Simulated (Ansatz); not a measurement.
**KSnRhS4: relaxing a made-up structure**

Starting from a made-up structure for KSnRhS4, the aim is the relaxed cell, its shortest contacts and, where a second run follows, its electronic structure.

Main program and level: Ansatz 0.2.0; DFT, PBE, plane-wave PAW, files of the set soft_1, scalar-relativistic, no spin, cell and ions relaxed at zero pressure; PAW set soft_1, in the first sound run; inputs show where later runs differ.

**1. The structure**

The structure is monoclinic, space group Pm (No. 6). The conventional cell has a = 5.996 Å, b = 3.715 Å, c = 7.728 Å, α = 90.00°, β = 104.92°, γ = 90.00°. Sn has 6 S at 2.47 to 2.58 Å nearest. Nearest to Rh lie 6 S at 2.27 to 2.45 Å. Nearest to K lie 6 S at 3.13 to 3.27 Å. Nearest to S lie 1 Rh at 2.40 Å and 2 Sn at 2.58 Å and 1 K at 3.27 Å. S has 2 Rh at 2.44 Å and 1 Sn at 2.53 Å and 2 K at 3.14 Å nearest. S has 1 Rh at 2.27 Å and 2 Sn at 2.58 Å and 1 K at 3.13 Å nearest. Farther neighbours and most contacts between anions are not listed.

As a file:

```cif
data_structure
_symmetry_space_group_name_H-M 'P 1'
_symmetry_Int_Tables_number 1
_cell_length_a 5.9960
_cell_length_b 3.7150
_cell_length_c 7.7280
_cell_angle_alpha 90.000
_cell_angle_beta 104.920
_cell_angle_gamma 90.000
_cell_volume 166.34
loop_
_atom_site_label
_atom_site_type_symbol
_atom_site_fract_x
_atom_site_fract_y
_atom_site_fract_z
_atom_site_occupancy
Sn1 Sn 0.00830 0.00000 0.00540 1
Rh2 Rh 0.51820 0.50000 0.00670 1
K3 K 0.64360 0.50000 0.50800 1
S4 S 0.13170 0.50000 0.81700 1
S5 S 0.59260 0.00000 0.82380 1
S6 S 0.88010 0.50000 0.19060 1
S7 S 0.41670 0.00000 0.17900 1
```

**2. Relaxing cell and atoms**

The guessed cell has no reason to be at equilibrium. It is relaxed with the atoms, within the space group of the guess.

The input, input.yaml:

```yaml
crystal:
  lattice:
    - [5.996, 0.0, 0.0]
    - [0.0, 3.715, 0.0]
    - [-1.989728982, 0.0, 7.46746025]
  atoms:
    - { symbol: Sn, position: [0.0083, 0.0, 0.0054] }
    - { symbol: Rh, position: [0.5182, 0.5, 0.0067] }
    - { symbol: K, position: [0.6436, 0.5, 0.508] }
    - { symbol: S, position: [0.1317, 0.5, 0.817] }
    - { symbol: S, position: [0.5926, 0.0, 0.8238] }
    - { symbol: S, position: [0.8801, 0.5, 0.1906] }
    - { symbol: S, position: [0.4167, 0.0, 0.179] }
kpoints:
  mp_grid: { grid: [5, 7, 4] }
scf:
  occupations: { method: fermi_dirac, width: 0.05 }
hamiltonian:
  xc: pbe
  pseudopotentials: { kind: paw, azcp: { folder: soft_1 } }
relax:
  f_tol: 0.015
  max_steps: 70
  cell: {}
output:
  forces: true
  stress: true
```

Started as:

```sh
> ansatz run input.yaml --threads 4 --pin off --max-ram 10240MiB --backend cpu --events-out ev --progress --plain --runs-dir out
```

Numbers of over 12 decimals in the logs are rounded to 6 here.

The log of the run:

```text
Engine: ansatz 0.2.0, x86_64-unknown-linux-gnu
Pseudopotentials: kind: paw
Pseudopotential: Sn, paw, valence charge 14, recommended cutoff 420 eV (normal), soft_1/Sn.paw.azcp
Pseudopotential: Rh, paw, valence charge 17, recommended cutoff 420 eV (normal), soft_1/Rh.paw.azcp
Pseudopotential: K, paw, valence charge 9, recommended cutoff 420 eV (normal), soft_1/K.paw.azcp
Pseudopotential: S, paw, valence charge 6, recommended cutoff 420 eV (normal), soft_1/S.paw.azcp
Functional definition: PBE
  parameter kappa = 0.804
  parameter beta = 0.066725
  exchange = pbe_x(kappa = kappa, mu = beta*pi^2/3)
  correlation = pbe_c(beta = beta)
Crystal: 7 atoms, lattice volume = 166.339 Å³
Basis set: ecut = 420 eV, 3231 PW (Γ), exchange–correlation on 90×50×108 points (8 copies of the dense FFT grid, shifted against one another)
Bands: 39, of which v1, the nominal top of the filled ones, is band 32 counted from 1 (31 counted from 0)
Symmetry: 2 space group operations
Space group: Pm (ITA 6), of the structure as read, at distance tolerance 5.5e-5 Å
k-points: 44 of 140 (time reversal used)
Non-local potential: Sn, projectors of the file, l = 0: 2, l = 1: 2, l = 2: 2, l = 3: 1
Non-local potential: Rh, projectors of the file, l = 0: 3, l = 1: 2, l = 2: 2, l = 3: 1
Non-local potential: K, projectors of the file, l = 0: 3, l = 1: 2, l = 2: 2
Non-local potential: S, projectors of the file, l = 0: 2, l = 1: 2, l = 2: 1
PAW form: soft (Blöchl's): semilocal exchange-correlation on the pseudo side does not see the compensation charge
PAW one-centre angular grid: Sn, 590 points (default); XC on 64 Gauss nodes
PAW one-centre angular grid: Rh, 590 points (default); XC on 64 Gauss nodes
PAW one-centre angular grid: K, 110 points (default); XC on 64 Gauss nodes
PAW one-centre angular grid: S, 110 points (default); XC on 64 Gauss nodes
Initial density: superposition of atomic densities (chi_scale 0.1, normalization cell, long waves kept (reshape's long-wave potential 0.09 eV rms))
Initial wavefunctions: pseudopotential atomic-orbital guess
Functional: x = pbe(κ = 0.804, μ = 0.219515), c = pbe(β = 0.066725)
SCF iter   1: F=—  HF=-17581.369198 eV  |F-HF|=—  |Δ(HF+E_count)|=         —  Δρ=8.42e-2  dr2=2.16e1  ethr=3.10e-3  ⟨swp⟩=9.7  Hψ=8649  notcnv=0  defer=1
preconditioner: auto → Resta (q_TF=auto, 2.327 Å⁻¹)  ε∞=3.8  [insulator: Δε(μ)=0.217 eV  Ē_g=12.537 eV  σ=0.050 eV  W_gap=0.76  n_scr=36 (ndim 8)  ℏωp=21.2 eV  f_vac=0.101  D(μ)=0.25/eV (n_scr^D=0)  ε∞_Penn≈3.8]
SCF iter   2: F=—  HF=-17579.967913 eV  |F-HF|=—  |Δ(HF+E_count)|=    1.40e0  Δρ=6.78e-2  dr2=1.21e1  ethr=3.10e-3  ⟨swp⟩=4.1  Hψ=4902  notcnv=0  defer=52
SCF iter   3: F=—  HF=-17578.175596 eV  |F-HF|=—  |Δ(HF+E_count)|=    1.79e0  Δρ=2.07e-2  dr2=6.33e-1  ethr=3.10e-3  ⟨swp⟩=3.1  Hψ=3921  notcnv=0  defer=54
SCF iter   4: F=—  HF=-17578.002448 eV  |F-HF|=—  |Δ(HF+E_count)|=   1.73e-1  Δρ=4.72e-3  dr2=7.27e-2  ethr=9.89e-4  ⟨swp⟩=3.7  Hψ=3527  notcnv=0  defer=58
SCF iter   5: F=—  HF=-17577.993383 eV  |F-HF|=—  |Δ(HF+E_count)|=   9.07e-3  Δρ=2.02e-3  dr2=9.04e-3  ethr=1.14e-4  ⟨swp⟩=3.4  Hψ=2467  notcnv=0  defer=57
SCF iter   6: F=—  HF=-17577.995456 eV  |F-HF|=—  |Δ(HF+E_count)|=   2.07e-3  Δρ=6.07e-4  dr2=1.63e-3  ethr=1.41e-5  ⟨swp⟩=2.2  Hψ=2592  notcnv=0  defer=57
SCF iter   7: F=—  HF=-17577.995859 eV  |F-HF|=—  |Δ(HF+E_count)|=   4.03e-4  Δρ=2.69e-4  dr2=3.21e-4  ethr=2.54e-6  ⟨swp⟩=2.0  Hψ=2445  notcnv=0  defer=57
SCF iter   8: F=—  HF=-17577.996010 eV  |F-HF|=—  |Δ(HF+E_count)|=   1.51e-4  Δρ=1.39e-4  dr2=8.63e-5  ethr=5.01e-7  ⟨swp⟩=2.0  Hψ=2318  notcnv=0  defer=57
SCF iter   9: F=—  HF=-17577.996044 eV  |F-HF|=—  |Δ(HF+E_count)|=   3.43e-5  Δρ=5.07e-5  dr2=1.00e-5  ethr=1.35e-7  ⟨swp⟩=2.0  Hψ=2298  notcnv=0  defer=57
SCF iter  10: F=—  HF=-17577.996055 eV  |F-HF|=—  |Δ(HF+E_count)|=   1.09e-5  Δρ=1.47e-5  dr2=8.22e-7  ethr=1.56e-8  ⟨swp⟩=2.0  Hψ=2381  notcnv=0  defer=57
SCF iter  11: F=—  HF=-17577.996056 eV  |F-HF|=—  |Δ(HF+E_count)|=   1.22e-6  Δρ=6.46e-6  dr2=1.19e-7  ethr=1.29e-9  ⟨swp⟩=2.0  Hψ=2846  notcnv=0  defer=57
SCF iter  12: F=-17577.996056 eV  HF=-17577.996056 eV  |F-HF|=9.02e-9  |Δ(HF+E_count)|=   1.19e-7  Δρ=1.89e-6  dr2=8.32e-9  ethr=1.56e-10  ⟨swp⟩=5.0  Hψ=6265  notcnv=0
SCF 1 converged in 12 iterations: F = -17577.996056 eV  dr2 = 8.32e-9
  greatest PAW one-centre occupation: 1.000 electrons in one spin orbital (limit 2), on the Rh atom at site 1 (counted from 0), in its partial waves of l = 0
relax step   1: F+E_penalty+E_count = -17577.99605643 eV  Δ(F+E_penalty+E_count) = +0.000e0 eV  max|allowed force component| = 1.473e0 eV/Å  Δτ_max = 0.0000 Å  P = +2.794 GPa  Ω = 166.339 Å³  (12 SCF iters, dr2 threshold 1.00e-7 eV, accepted)
Crystal: 7 atoms, lattice volume = 175.121 Å³
Basis set: ecut = 420 eV, 3439 PW (Γ), exchange–correlation on 90×50×108 points (8 copies of the dense FFT grid, shifted against one another)
Initial density: handed on by an earlier stage of this run
Initial wavefunctions: those handed on with the density
iter 1 solved again at ethr=1.92e-4 eV; its pass at ethr=3.10e-3 eV (dr2=1.23e-1 eV) is discarded
SCF iter   1: F=—  HF=-17578.227641 eV  |F-HF|=—  |Δ(HF+E_count)|=         —  Δρ=1.46e-2  dr2=1.24e-1  ethr=1.92e-4  ⟨swp⟩=1.7  Hψ=10515  notcnv=0
preconditioner: auto → Resta (q_TF=auto, 2.307 Å⁻¹)  ε∞=3.7  [insulator: Δε(μ)=1.218 eV  Ē_g=12.485 eV  σ=0.050 eV  W_gap=1.00  n_scr=38 (ndim 8)  ℏωp=20.6 eV  f_vac=0.163  D(μ)=0.00/eV (n_scr^D=0)  ε∞_Penn≈3.7]
SCF iter   2: F=—  HF=-17578.221909 eV  |F-HF|=—  |Δ(HF+E_count)|=   5.73e-3  Δρ=7.86e-3  dr2=3.51e-2  ethr=1.92e-4  ⟨swp⟩=2.4  Hψ=2291  notcnv=0
SCF iter   3: F=—  HF=-17578.225254 eV  |F-HF|=—  |Δ(HF+E_count)|=   3.34e-3  Δρ=4.00e-3  dr2=2.87e-2  ethr=5.49e-5  ⟨swp⟩=2.0  Hψ=3230  notcnv=0
SCF iter   4: F=—  HF=-17578.222549 eV  |F-HF|=—  |Δ(HF+E_count)|=   2.70e-3  Δρ=7.17e-4  dr2=1.04e-3  ethr=4.49e-5  ⟨swp⟩=2.0  Hψ=2246  notcnv=0
SCF iter   5: F=—  HF=-17578.222552 eV  |F-HF|=—  |Δ(HF+E_count)|=   2.79e-6  Δρ=2.27e-4  dr2=1.54e-4  ethr=1.63e-6  ⟨swp⟩=2.1  Hψ=2435  notcnv=0
SCF iter   6: F=—  HF=-17578.222603 eV  |F-HF|=—  |Δ(HF+E_count)|=   5.10e-5  Δρ=8.00e-5  dr2=2.58e-5  ethr=2.41e-7  ⟨swp⟩=2.1  Hψ=2336  notcnv=0
SCF iter   7: F=—  HF=-17578.222616 eV  |F-HF|=—  |Δ(HF+E_count)|=   1.28e-5  Δρ=3.84e-5  dr2=6.37e-6  ethr=4.04e-8  ⟨swp⟩=2.0  Hψ=2433  notcnv=0
SCF iter   8: F=-17578.222618 eV  HF=-17578.222617 eV  |F-HF|=4.69e-7  |Δ(HF+E_count)|=   1.67e-6  Δρ=1.22e-5  dr2=5.53e-7  ethr=1.09e-9  ⟨swp⟩=4.0  Hψ=7343  notcnv=0
SCF 2 converged in 8 iterations: F = -17578.222618 eV  dr2 = 5.53e-7
[...]
preconditioner: auto → Resta (q_TF=auto, 2.307 Å⁻¹)  ε∞=3.7  [insulator: Δε(μ)=1.259 eV  Ē_g=12.472 eV  σ=0.050 eV  W_gap=1.00  n_scr=38 (ndim 8)  ℏωp=20.6 eV  f_vac=0.158  D(μ)=0.00/eV (n_scr^D=0)  ε∞_Penn≈3.7]
SCF iter   2: F=—  HF=-17578.279381 eV  |F-HF|=—  |Δ(HF+E_count)|=   2.22e-3  Δρ=3.59e-3  dr2=5.78e-3  ethr=3.95e-5  ⟨swp⟩=2.5  Hψ=2614  notcnv=0
SCF iter   3: F=—  HF=-17578.279685 eV  |F-HF|=—  |Δ(HF+E_count)|=   3.04e-4  Δρ=7.56e-4  dr2=1.37e-3  ethr=9.03e-6  ⟨swp⟩=2.2  Hψ=2447  notcnv=0
SCF iter   4: F=—  HF=-17578.279565 eV  |F-HF|=—  |Δ(HF+E_count)|=   1.20e-4  Δρ=3.73e-4  dr2=3.74e-4  ethr=2.14e-6  ⟨swp⟩=2.0  Hψ=2329  notcnv=0
SCF iter   5: F=—  HF=-17578.279566 eV  |F-HF|=—  |Δ(HF+E_count)|=   5.97e-7  Δρ=1.25e-4  dr2=3.69e-5  ethr=5.85e-7  ⟨swp⟩=2.0  Hψ=2190  notcnv=0
SCF iter   6: F=—  HF=-17578.279567 eV  |F-HF|=—  |Δ(HF+E_count)|=   8.28e-7  Δρ=4.24e-5  dr2=3.86e-6  ethr=5.77e-8  ⟨swp⟩=2.5  Hψ=2428  notcnv=0
SCF iter   7: F=—  HF=-17578.279569 eV  |F-HF|=—  |Δ(HF+E_count)|=   1.94e-6  Δρ=1.45e-5  dr2=7.16e-7  ethr=1.09e-9  ⟨swp⟩=5.2  Hψ=6536  notcnv=0
SCF iter   8: F=-17578.279569 eV  HF=-17578.279569 eV  |F-HF|=5.65e-8  |Δ(HF+E_count)|=   2.56e-7  Δρ=3.77e-6  dr2=4.32e-8  ethr=1.09e-9  ⟨swp⟩=5.0  Hψ=5741  notcnv=0
SCF 3 converged in 8 iterations: F = -17578.279569 eV  dr2 = 4.32e-8
relax step   3: F+E_penalty+E_count = -17578.27956916 eV  Δ(F+E_penalty+E_count) = -5.695e-2 eV  max|allowed force component| = 1.482e-1 eV/Å  Δτ_max = 0.0615 Å  P = -0.081 GPa  Ω = 175.032 Å³  energy of the carried Pulay correction = -1.198e-3 eV  (8 SCF iters, dr2 threshold 7.00e-7 eV, accepted)
[...]
relax step   4: F+E_penalty+E_count = -17578.28107494 eV  Δ(F+E_penalty+E_count) = -1.506e-3 eV  max|allowed force component| = 5.795e-2 eV/Å  Δτ_max = 0.0046 Å  P = +0.027 GPa  Ω = 175.100 Å³  energy of the carried Pulay correction = -1.208e-3 eV  (5 SCF iters, dr2 threshold 7.00e-7 eV, accepted)
[...]
relax step   5: F+E_penalty+E_count = -17578.28141196 eV  Δ(F+E_penalty+E_count) = -3.370e-4 eV  max|allowed force component| = 2.848e-2 eV/Å  Δτ_max = 0.0074 Å  P = -0.010 GPa  Ω = 175.455 Å³  energy of the carried Pulay correction = -1.255e-3 eV  (6 SCF iters, dr2 threshold 2.10e-7 eV, accepted)
[...]
relax step   6: F+E_penalty+E_count = -17578.28146228 eV  Δ(F+E_penalty+E_count) = -5.032e-5 eV  max|allowed force component| = 1.295e-2 eV/Å  Δτ_max = 0.0056 Å  P = +0.000 GPa  Ω = 175.522 Å³  energy of the carried Pulay correction = -1.264e-3 eV  (6 SCF iters, dr2 threshold 5.07e-8 eV, accepted)
Initial wavefunctions: pseudopotential atomic-orbital guess (no wavefunctions were taken with the density)
iter 1 solved again at ethr=1.46e-6 eV; its pass at ethr=3.10e-3 eV (dr2=9.38e-4 eV) is discarded
SCF iter   1: F=—  HF=-17578.256545 eV  |F-HF|=—  |Δ(HF+E_count)|=         —  Δρ=1.02e-3  dr2=8.78e-5  ethr=1.46e-6  ⟨swp⟩=3.6  Hψ=12944  notcnv=0
preconditioner: auto → Resta (q_TF=auto, 2.306 Å⁻¹)  ε∞=3.7  [insulator: Δε(μ)=1.271 eV  Ē_g=12.458 eV  σ=0.050 eV  W_gap=1.00  n_scr=38 (ndim 8)  ℏωp=20.6 eV  f_vac=0.160  D(μ)=0.00/eV (n_scr^D=0)  ε∞_Penn≈3.7]
SCF iter   2: F=—  HF=-17578.273391 eV  |F-HF|=—  |Δ(HF+E_count)|=   1.68e-2  Δρ=5.12e-4  dr2=1.17e-5  ethr=1.37e-7  ⟨swp⟩=3.0  Hψ=3581  notcnv=0
SCF iter   3: F=—  HF=-17578.281265 eV  |F-HF|=—  |Δ(HF+E_count)|=   7.87e-3  Δρ=1.82e-4  dr2=3.84e-6  ethr=1.82e-8  ⟨swp⟩=3.0  Hψ=3748  notcnv=0
SCF iter   4: F=—  HF=-17578.282806 eV  |F-HF|=—  |Δ(HF+E_count)|=   1.54e-3  Δρ=6.02e-5  dr2=1.53e-6  ethr=6.00e-9  ⟨swp⟩=2.5  Hψ=2704  notcnv=0
SCF iter   5: F=—  HF=-17578.282997 eV  |F-HF|=—  |Δ(HF+E_count)|=   1.91e-4  Δρ=1.41e-5  dr2=5.78e-7  ethr=2.39e-9  ⟨swp⟩=2.0  Hψ=2528  notcnv=0
SCF iter   6: F=—  HF=-17578.283004 eV  |F-HF|=—  |Δ(HF+E_count)|=   6.90e-6  Δρ=5.51e-6  dr2=1.85e-7  ethr=9.03e-10  ⟨swp⟩=2.0  Hψ=2013  notcnv=0
SCF iter   7: F=—  HF=-17578.283004 eV  |F-HF|=—  |Δ(HF+E_count)|=   1.20e-7  Δρ=2.82e-6  dr2=8.49e-8  ethr=2.89e-10  ⟨swp⟩=1.4  Hψ=1740  notcnv=0
SCF iter   8: F=—  HF=-17578.283004 eV  |F-HF|=—  |Δ(HF+E_count)|=   2.77e-8  Δρ=1.03e-6  dr2=6.82e-9  ethr=1.33e-10  ⟨swp⟩=2.0  Hψ=2333  notcnv=0
SCF iter   9: F=—  HF=-17578.283004 eV  |F-HF|=—  |Δ(HF+E_count)|=   5.74e-9  Δρ=4.88e-7  dr2=1.18e-9  ethr=1.07e-11  ⟨swp⟩=2.0  Hψ=2643  notcnv=0
SCF iter  10: F=—  HF=-17578.283004 eV  |F-HF|=—  |Δ(HF+E_count)|=  2.29e-10  Δρ=1.57e-7  dr2=7.47e-11  ethr=1.85e-12  ⟨swp⟩=2.0  Hψ=2247  notcnv=0
SCF iter  11: F=-17578.283004 eV  HF=-17578.283004 eV  |F-HF|=4.00e-11  |Δ(HF+E_count)|=  4.37e-11  Δρ=5.66e-8  dr2=9.43e-12  ethr=1.00e-12  ⟨swp⟩=5.0  Hψ=6266  notcnv=0
SCF 7 converged in 11 iterations: F = -17578.283004 eV  dr2 = 9.43e-12
relax step   7: F+E_penalty+E_count = -17578.28300376 eV  Δ(F+E_penalty+E_count) = -1.541e-3 eV  max|allowed force component| = 1.240e-2 eV/Å  Δτ_max = 0.0000 Å  P = +0.005 GPa  Ω = 175.522 Å³  stress off target by 4.21e-2 GPa  SCF on the basis re-selected at this cell (its energy is not comparable with the rows above)  (11 SCF iters)
basis re-selected at this cell: Δ(F+E_penalty+E_count) = -1.541e-3 eV, ΔP = +0.005 GPa vs the last step (what re-selecting the basis moved, of the pressure what is left beyond the Pulay correction that the steps carried, after the strain that the cell walked since its last selection, with what the two solves' SCF thresholds leave and, on support functions, any second-order correction that the steps lacked; it is no m [...]
SCF converged after 11 iterations
Free energy (F): -17578.283004 eV
Harris-Foulkes:  -17578.283004 eV  (|F-HF|=4.00e-11)
Internal energy: -17578.283003 eV  (E = F + TS)
E sigma→0 (E₀):  -17578.283004 eV
Entropy (-TS):   -0.000000 eV (-0.000 meV/atom)
Fermi energy:    6.672550 eV
--- Per-component energies (eV) ---
  E_band       = -581.438956
  E_kinetic    = 1381.711450
  E_local      = -7130.103896  (includes V_loc(G=0)·N_el)
  E_nonlocal   = 592.985334
  E_hartree    = 3042.247744
  E_xc         = -817.930030
  E_vxc        = -828.795625  (∫ρ·V_xc dr)
  E_paw        = -11190.227059  (= ΣΔE_a)
  E_vpaw       = -681.731985  (= ΣTr[D̂ρ^β])
  E_aug_tail   = 0.000404  (compensation charges beyond the density's cutoff)
  E_ewald      = -3456.966950
  E_smearing   = -0.000000  (= −TS)
  E_closure    = -0.000000  (closes the sum)
  Σ components = -17578.283004   (vs F -17578.283004, Δ=0.00e0)
--- Forces (eV/Å), atoms counted from 1 ---
  atom   1  Sn     0.00083555    -0.00000000    -0.00083007
  atom   2  Rh    -0.00251814    -0.00000000     0.00189988
  atom   3  K      0.00029250    -0.00000000     0.00123228
  atom   4  S     -0.01239617    -0.00000000     0.00411022
  atom   5  S      0.00158097     0.00000000    -0.00507257
  atom   6  S      0.01080993     0.00000000    -0.00503892
  atom   7  S      0.00139371    -0.00000000     0.00369927
  max |Σ_I F_I| component: 1.65e-6 eV/Å
--- Stress (GPa, compression-positive) ---
        0.013012       0.000000       0.034184
        0.000000      -0.000440       0.000000
        0.034184       0.000000       0.001892
  P = ⅓ Tr σ = 0.0048 GPa (0.048 kbar)
--- Relaxed structure (6 steps of the walk, 6 accepted, 1 SCFs on fresh bases) ---
  F+E_penalty+E_count = -17578.28300376 eV   max|allowed force component| = 1.240e-2 eV/Å   (the final SCF, on the basis selected at the relaxed cell)
  cell:  # Å, volume = 175.5221 Å³
    - [6.309187, -3.3995043083110176e-17, 0.027848]
    - [-2.106263926847136e-17, 3.710671, -1.915609414540202e-18]
    - [-2.058975, 7.430472848528673e-18, 7.488229]
  atoms:
    - { symbol: Sn, position: [0.00871395, 0, 0.00586185] }
    - { symbol: Rh, position: [0.508115, 0.500000, 0.00195903] }
    - { symbol: K, position: [0.645742, 0.500000, 0.508971] }
    - { symbol: S, position: [0.134391, 0.500000, 0.818929] }
    - { symbol: S, position: [0.600307, -6.179912782517166e-19, 0.836632] }
    - { symbol: S, position: [0.876318, 0.500000, 0.188853] }
    - { symbol: S, position: [0.417613, -7.407505962406658e-19, 0.169294] }
```

The job ended after 38 s (4 threads of AMD EPYC 7B13 (Zen 3), shared host; peak memory 0.69 GiB; 2.4 min of CPU time).

Step by step:

| step | energy less that of the first step (eV) | largest force component (eV/Å) | pressure (GPa) | volume (Å³) |
| --- | --- | --- | --- | --- |
| 1 | 0.0000 | 1.4733 | 2.79 | 166.34 |
| 2 | -0.2266 | 0.7179 | 0.21 | 175.12 |
| 3 | -0.2835 | 0.1482 | -0.08 | 175.03 |
| 4 | -0.2850 | 0.0580 | 0.03 | 175.10 |
| 5 | -0.2854 | 0.0285 | -0.01 | 175.46 |
| 6 | -0.2854 | 0.0129 | 0.00 | 175.52 |
| 7* | -0.2869 | 0.0124 | 0.00 | 175.52 |

Relaxation steps marked * repeat the geometry before them on a plane-wave basis chosen anew for their cell, so energy and pressure can jump there.

Forces are held to the 2 operations that the run works with; a distortion that breaks them can't arise in this run.

| cell as run | before | after | change |
| --- | --- | --- | --- |
| a (Å) | 5.996 | 6.309 | +5.2 % |
| b (Å) | 3.715 | 3.711 | -0.1 % |
| c (Å) | 7.728 | 7.766 | +0.5 % |
| β (°) | 104.92 | 105.12 | +0.2 % |
| volume (Å³/atom) | 23.76 | 25.07 | +5.5 % |

The atoms that moved most (Å, as changes of fractional coordinates times the final cell):

| atom | dx | dy | dz | length |
| --- | --- | --- | --- | --- |
| S5 | 0.022 | 0.000 | 0.096 | 0.099 |
| S7 | 0.026 | 0.000 | -0.073 | 0.077 |
| Rh2 | -0.054 | 0.000 | -0.036 | 0.065 |
| S6 | -0.020 | 0.000 | -0.013 | 0.024 |
| S4 | 0.013 | 0.000 | 0.015 | 0.019 |
| K3 | 0.012 | 0.000 | 0.007 | 0.014 |

This step gave:

```
free energy         : -17578.2830 eV
Fermi energy        : 6.673 eV
gap by band count   : 1.272 eV
electrons           : 64
symmetry operations : 2
pressure            : 0.004821 GPa
```

Shortest distances by pair of elements, guess and relaxed (not always the same contact):

| pair | guess (Å) | relaxed (Å) |
| --- | --- | --- |
| Rh–S | 2.267 | 2.397 |
| S–Sn | 2.471 | 2.561 |
| S–S | 3.184 | 3.091 |
| K–S | 3.133 | 3.191 |
| Rh–Sn | 3.479 | 3.656 |

The relaxation ends with a largest force component of 0.012 eV/Å and a pressure of 0.00 GPa.

(Part 1 of 2 ends here.)

[Logs are printed without paths, hosts, clocks, repeated set-up lines and the standing remarks that a program may print on its own settings, such as how far it seeks lower states.]

[Hosts, paths, dates, database ids (printed as entryN), source tags and the programs' standing remarks are cut or masked in the printed files.]
